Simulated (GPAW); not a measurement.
# CO/Ag(111): work function by functional and basis, part 2 of 2

Wanted: work functions and dipole of CO/Ag(111), with the cost of each level.

GPAW 26.7.0; GPAW, PAW setups; slab in vacuum, relaxation (the session's first sound run).

So far, upper work function (eV): step 2 (relaxation, PBE, GPAW) 5.66; step 3 (the slab's potential, PBE, GPAW) 5.66; step 4 (self-consistent run: xc = "vdW-DF2", GPAW, PAW setups, GPAW) 6.20; step 5 (self-consistent run: xc = "LDA") 6.03; step 6 (self-consistent run: xc = "RPBE") 5.50.

### 7. OptPBE vdW: xc = "optPBE-vdW"

The same geometry under optPBE-vdW, to see how far the functional moves the levels against the vacuum (the van der Waals functionals take revPBE setups).

run.py

```python
import json
import numpy as np
from ase import Atoms
from gpaw import GPAW, PW

slab = Atoms(
    ['Ag', 'Ag', 'Ag', 'Ag', 'C', 'O'],
    positions=[
        [0.00000, 0.00000, 9.00000],
        [1.44603, 0.83487, 11.36136],
        [2.89207, 1.66974, 13.75942],
        [0.00000, 0.00000, 16.15161],
        [1.44603, 0.83487, 17.93903],
        [1.44603, 0.83487, 19.09668]],
    cell=[[2.89207, 0.0, 0.0], [1.44603, 2.5046, 0.0], [0.0, 0.0, 27.69187]],
    pbc=[True, True, False])

slab.calc = GPAW(mode=PW(500), xc='optPBE-vdW', kpts={'size': (12, 12, 1), 'gamma': True},
                 occupations={'name': 'fermi-dirac', 'width': 0.1}, nbands='160%',
                 convergence={'density': 1e-05}, maxiter=200,
                 poissonsolver={'dipolelayer': 'xy'},
                 symmetry={'tolerance': 1e-3}, txt='slab.txt')
result = {}
energy = slab.get_potential_energy()
fermi = slab.calc.get_fermi_level()
v = slab.calc.get_electrostatic_potential().mean((0, 1)) - fermi
n = slab.calc.get_pseudo_density().mean((0, 1))
L = slab.cell[2, 2]
z = np.arange(len(v)) * L / len(v)
low, high = slab.positions[:, 2].min(), slab.positions[:, 2].max()
below, above = np.interp([low - 6.8, high + 6.8], z, v)
slopes = [np.interp(x, z, np.gradient(v, z)) for x in (low - 6.8, high + 6.8)]
eps = np.array([[slab.calc.get_eigenvalues(k, s) for k in range(len(slab.calc.get_ibz_k_points()))]
                for s in range(slab.calc.get_number_of_spins())]) - fermi
top, bottom = eps[eps < 0].max(), eps[eps > 0].min()
dipole = slab.get_dipole_moment()[2]
print(f'energy {energy:.4f} eV, Fermi level {fermi:.4f} eV, dipole {dipole:.5f} e A')
print(f'potential 6.8 A off the faces, from the Fermi level: lower {below:.4f} eV, upper {above:.4f} eV')
print(f'slope of the potential there: lower {slopes[0]:.5f}, upper {slopes[1]:.5f} eV/A')
print(f'nearest levels on the mesh: {top:.4f} and {bottom:.4f} eV')
print('magnetic moment', round(slab.get_magnetic_moment(), 3))
result.update(energy=energy, fermi=fermi, dipole=dipole, below=below, above=above, slopes=slopes, edges=[top, bottom],
              z=z.tolist(), v=v.tolist(), n=n.tolist(), positions=slab.positions.tolist(),
              forces=slab.get_forces(apply_constraint=False).tolist(), moments=slab.get_magnetic_moments().tolist())
json.dump(result, open('result.json', 'w'))
```

Launch:

```bash
$ OMP_NUM_THREADS=1 OPENBLAS_NUM_THREADS=1 python run.py
```

Log:

```text
energy -87.7561 eV, Fermi level 0.3670 eV, dipole -0.04980 e A
potential 6.8 A off the faces, from the Fermi level: lower 4.6790 eV, upper 5.9139 eV
slope of the potential there: lower -0.00067, upper 0.00012 eV/A
nearest levels on the mesh: -0.0373 and 0.0599 eV
magnetic moment 0.0
```

Wall time 4.2 min (1 thread of Arm Neoverse V1, shared host); peak memory 0.48 GiB.

Numbers from this step:

```
dipole along the normal                    : -0.04980 e·Å
levels nearest the Fermi level on the mesh : -0.03730, 0.05989 eV from the Fermi level
upper work function                        : 5.914 eV
lower work function                        : 4.679 eV
```

The upper face's work function is 5.914 eV, against 5.656 eV in the first plane-wave PBE run at this geometry.

### 8. Self-consistent run: xc = "revPBE"

The same geometry under revPBE, to see how far the functional moves the levels against the vacuum.

run.py, as its differences from that of step 7:

```diff
@@ -17,3 +17,3 @@
 
-slab.calc = GPAW(mode=PW(500), xc='optPBE-vdW', kpts={'size': (12, 12, 1), 'gamma': True},
+slab.calc = GPAW(mode=PW(500), xc='revPBE', kpts={'size': (12, 12, 1), 'gamma': True},
                  occupations={'name': 'fermi-dirac', 'width': 0.1}, nbands='160%',
```

Log:

```text
energy -22.7361 eV, Fermi level 0.6179 eV, dipole -0.04790 e A
potential 6.8 A off the faces, from the Fermi level: lower 4.3199 eV, upper 5.5076 eV
slope of the potential there: lower -0.00076, upper 0.00007 eV/A
nearest levels on the mesh: -0.0096 and 0.0575 eV
magnetic moment 0.0
```

It took 4.3 min on 1 thread; peak memory 0.31 GiB.

This step gave:

```
dipole along the normal                    : -0.04790 e·Å
levels nearest the Fermi level on the mesh : -0.009637, 0.05754 eV from the Fermi level
upper work function                        : 5.508 eV
lower work function                        : 4.320 eV
```

The electrostatic potential energy of an electron (without an applied field's), less the Fermi level, planar mean oscillates, so the rows of the table below give means over windows of 2.31 Å about each position, cut where the curve ends. Its maxima inside the range that stand out by 2 % of the span (Å: eV): 10.2: 0.621, 12.6: 0.840, 14.9: 0.718, 17.2: -1.28, 18.6: -2.21. Its minima: 9.0: -20.6, 11.3: -20.9, 13.7: -20.8, 16.2: -21.6, 18.0: -12.7, 19.0: -10.3.

Electrostatic potential energy of an electron (without an applied field's), less the Fermi level, planar mean against z; means over each step:

z (Å), electrostatic potential energy of an electron (without an applied field's), less the Fermi level, planar mean (eV) and a bar from the least value:
```
     1.16        4.4 ############################
     3.46        4.3 ###########################
     5.77        4.3 ###########################
     8.08       -4.8 ########
    10.39       -8.1 
    12.70       -7.7 #
    15.01       -7.9 #
    17.32       -8.3 
    19.63        0.0 ##################
    21.94        5.5 ##############################
    24.25        5.5 ##############################
    26.56        5.5 ##############################
```

The upper face's work function is 5.508 eV, against 5.656 eV in the first plane-wave PBE run at this geometry.

### 9. Real-space grid: mode = "fd"

A real-space grid is a second complete basis, so it checks the plane-wave result.

run.py, as its differences from that of step 8:

```diff
@@ -3,3 +3,3 @@
 from ase import Atoms
-from gpaw import GPAW, PW
+from gpaw import GPAW
 
@@ -17,3 +17,3 @@
 
-slab.calc = GPAW(mode=PW(500), xc='revPBE', kpts={'size': (12, 12, 1), 'gamma': True},
+slab.calc = GPAW(mode='fd', h=0.18, xc='PBE', kpts={'size': (12, 12, 1), 'gamma': True},
                  occupations={'name': 'fermi-dirac', 'width': 0.1}, nbands='160%',
```

Log:

```text
energy -26.2423 eV, Fermi level -5.1076 eV, dipole -0.04920 e A
potential 6.8 A off the faces, from the Fermi level: lower 4.4924 eV, upper 5.7228 eV
slope of the potential there: lower 0.00000, upper 0.00000 eV/A
nearest levels on the mesh: -0.0141 and 0.0583 eV
magnetic moment 0.0
```

The job ended after 13 min (1 thread; peak memory 0.75 GiB).

Numbers from this step:

```
dipole along the normal                    : -0.04920 e·Å
levels nearest the Fermi level on the mesh : -0.01409, 0.05832 eV from the Fermi level
upper work function                        : 5.723 eV
lower work function                        : 4.492 eV
```

The electrostatic potential energy of an electron (without an applied field's), less the Fermi level, planar mean oscillates, so the rows of the table below give means over windows of 2.28 Å about each position, cut where the curve ends. Its maxima inside the range that stand out by 2 % of the span (Å: eV): 10.2: 0.744, 12.6: 0.986, 14.9: 0.866, 17.1: -1.38, 18.6: -2.08. Its minima: 9.0: -20.6, 11.4: -20.8, 13.8: -20.8, 16.1: -21.5, 17.9: -12.8, 19.0: -10.1.

Table of electrostatic potential energy of an electron (without an applied field's), less the Fermi level, planar mean by z; means over each step:

```
z (Å)  electrostatic potential energy of an electron (without an applied field's), less the Fermi level, planar mean (eV)
 1.14                                                                                                                4.50
 3.42                                                                                                                4.49
 5.70                                                                                                                4.46
 7.98                                                                                                               -3.54
10.26                                                                                                               -7.78
12.54                                                                                                               -7.37
14.82                                                                                                               -7.65
17.10                                                                                                               -9.74
19.38                                                                                                              -0.923
21.66                                                                                                                5.71
23.94                                                                                                                5.72
26.22                                                                                                                5.72
```

The upper face's work function is 5.723 eV, against 5.656 eV in the first plane-wave PBE run at this geometry.

### 10. Atomic orbitals: mode = "lcao"

Atom-centred orbitals end a few angstrom from the surface, which tests how much the density's tail matters.

run.py, as its differences from that of step 9:

```diff
@@ -17,4 +17,4 @@
 
-slab.calc = GPAW(mode='fd', h=0.18, xc='PBE', kpts={'size': (12, 12, 1), 'gamma': True},
-                 occupations={'name': 'fermi-dirac', 'width': 0.1}, nbands='160%',
+slab.calc = GPAW(mode='lcao', basis='dzp', h=0.18, xc='PBE', kpts={'size': (12, 12, 1), 'gamma': True},
+                 occupations={'name': 'fermi-dirac', 'width': 0.1}, nbands='120%',
                  convergence={'density': 1e-05}, maxiter=200,
```

Log:

```text
energy -22.7355 eV, Fermi level -4.9719 eV, dipole -0.04121 e A
potential 6.8 A off the faces, from the Fermi level: lower 4.4564 eV, upper 5.4874 eV
slope of the potential there: lower 0.00000, upper 0.00000 eV/A
nearest levels on the mesh: -0.0031 and 0.0559 eV
magnetic moment 0.0
```

Wall time 13 min (1 thread); peak memory 0.34 GiB.

This step gave:

```yaml
dipole_along_the_normal: -0.04121 e·Å
levels_nearest_the_fermi_level_on_the_mesh: -0.003092, 0.05591 eV from the Fermi level
upper_work_function: 5.487 eV
lower_work_function: 4.456 eV
```

The electrostatic potential energy of an electron (without an applied field's), less the Fermi level, planar mean oscillates, so the rows of the table below give means over windows of 2.28 Å about each position, cut where the curve ends. Its maxima inside the range that stand out by 2 % of the span (Å: eV): 10.2: 0.691, 12.6: 0.959, 14.9: 0.862, 17.1: -1.39, 18.6: -2.10. Its minima: 9.0: -20.7, 11.4: -20.8, 13.8: -20.8, 16.1: -21.5, 17.9: -12.8, 19.0: -10.2.

The electrostatic potential energy of an electron (without an applied field's), less the Fermi level, planar mean by z; means over each step:

```
z (Å)  electrostatic potential energy of an electron (without an applied field's), less the Fermi level, planar mean (eV)
 1.14                                                                                                                4.47
 3.42                                                                                                                4.46
 5.70                                                                                                                4.42
 7.98                                                                                                               -3.57
10.26                                                                                                               -7.81
12.54                                                                                                               -7.38
14.82                                                                                                               -7.64
17.10                                                                                                               -9.75
19.38                                                                                                               -1.05
21.66                                                                                                                5.48
23.94                                                                                                                5.49
26.22                                                                                                                5.49
```

The upper face's work function is 5.487 eV, against 5.656 eV in the first plane-wave PBE run at this geometry.

### 11. All levels side by side

Times are for 1 thread of Arm Neoverse V1, shared host. The runs compared:

```
no.         run  upper work function (eV)  lower work function (eV)     time  memory (GiB)
  1          pw                     5.656                     4.496  4.6 min          0.31
  2     vdW DF2                     6.199                     4.875   18 min          0.48
  3         LDA                     6.030                     4.912  4.9 min          0.32
  4        RPBE                     5.505                     4.297    6 min          0.32
  5  optPBE vdW                     5.914                     4.679  4.2 min          0.48
  6      revPBE                     5.508                     4.320  4.3 min          0.31
  7          fd                     5.723                     4.492   13 min          0.75
  8        lcao                     5.487                     4.456   13 min          0.34
```

### 12. Side by side

Results and costs are gathered.

This step: comparison of work functions, dipole and cost (GPAW 26.7.0).

Ladder, by row:

```
      step  code  work function, upper (eV)  work function, lower (eV)  dipole (e Å)  wall time (s)  peak memory (GiB)  threads
        pw  GPAW                      5.656                      4.496      -0.04681          276.8               0.31        1
   vdW-DF2  GPAW                      6.199                      4.875      -0.05335           1103               0.48        1
       LDA  GPAW                       6.03                      4.912      -0.04508          296.2               0.32        1
      RPBE  GPAW                      5.505                      4.297      -0.04869            359               0.32        1
optPBE-vdW  GPAW                      5.914                      4.679       -0.0498            255               0.48        1
    revPBE  GPAW                      5.508                       4.32       -0.0479          259.7               0.31        1
        fd  GPAW                      5.723                      4.492       -0.0492          793.5               0.75        1
      lcao  GPAW                      5.487                      4.456      -0.04121          757.8               0.34        1
```

### 13. Outcome

```json
{"work function, upper and lower face": "5.656 and 4.496 eV", "dipole along the normal": "-0.0468 e Å"}
```

What this shows: With plane waves and PBE the work function is 5.66 eV on the upper face and 4.50 eV on the lower. The two faces differ by 1.2 eV, the step that the slab's dipole makes (e p/(ε0 A) gives 1.2 eV), so the dipole layer is needed. Over the sound runs of the table the upper face's work function spans 5.487 (lcao) to 6.199 eV (vdW-DF2). Atomic orbitals miss the plane-wave value by -0.17 eV, since they describe the tail of the density in the vacuum poorly. The cell of 7.24 Å² holds one CO, started on one chosen site; other sites and coverages weren't tried. The in-plane lattice was kept as typed, which isn't the functional's own and leaves some strain; spin-orbit coupling and temperature are left out.

[Logs are printed without paths, hosts, clocks, repeated set-up lines and the standing remarks that a program may print on its own settings, such as how far it seeks lower states.]

[Hosts, paths, dates, database ids (printed as entryN), source tags and the programs' standing remarks are cut or masked in the printed files.]
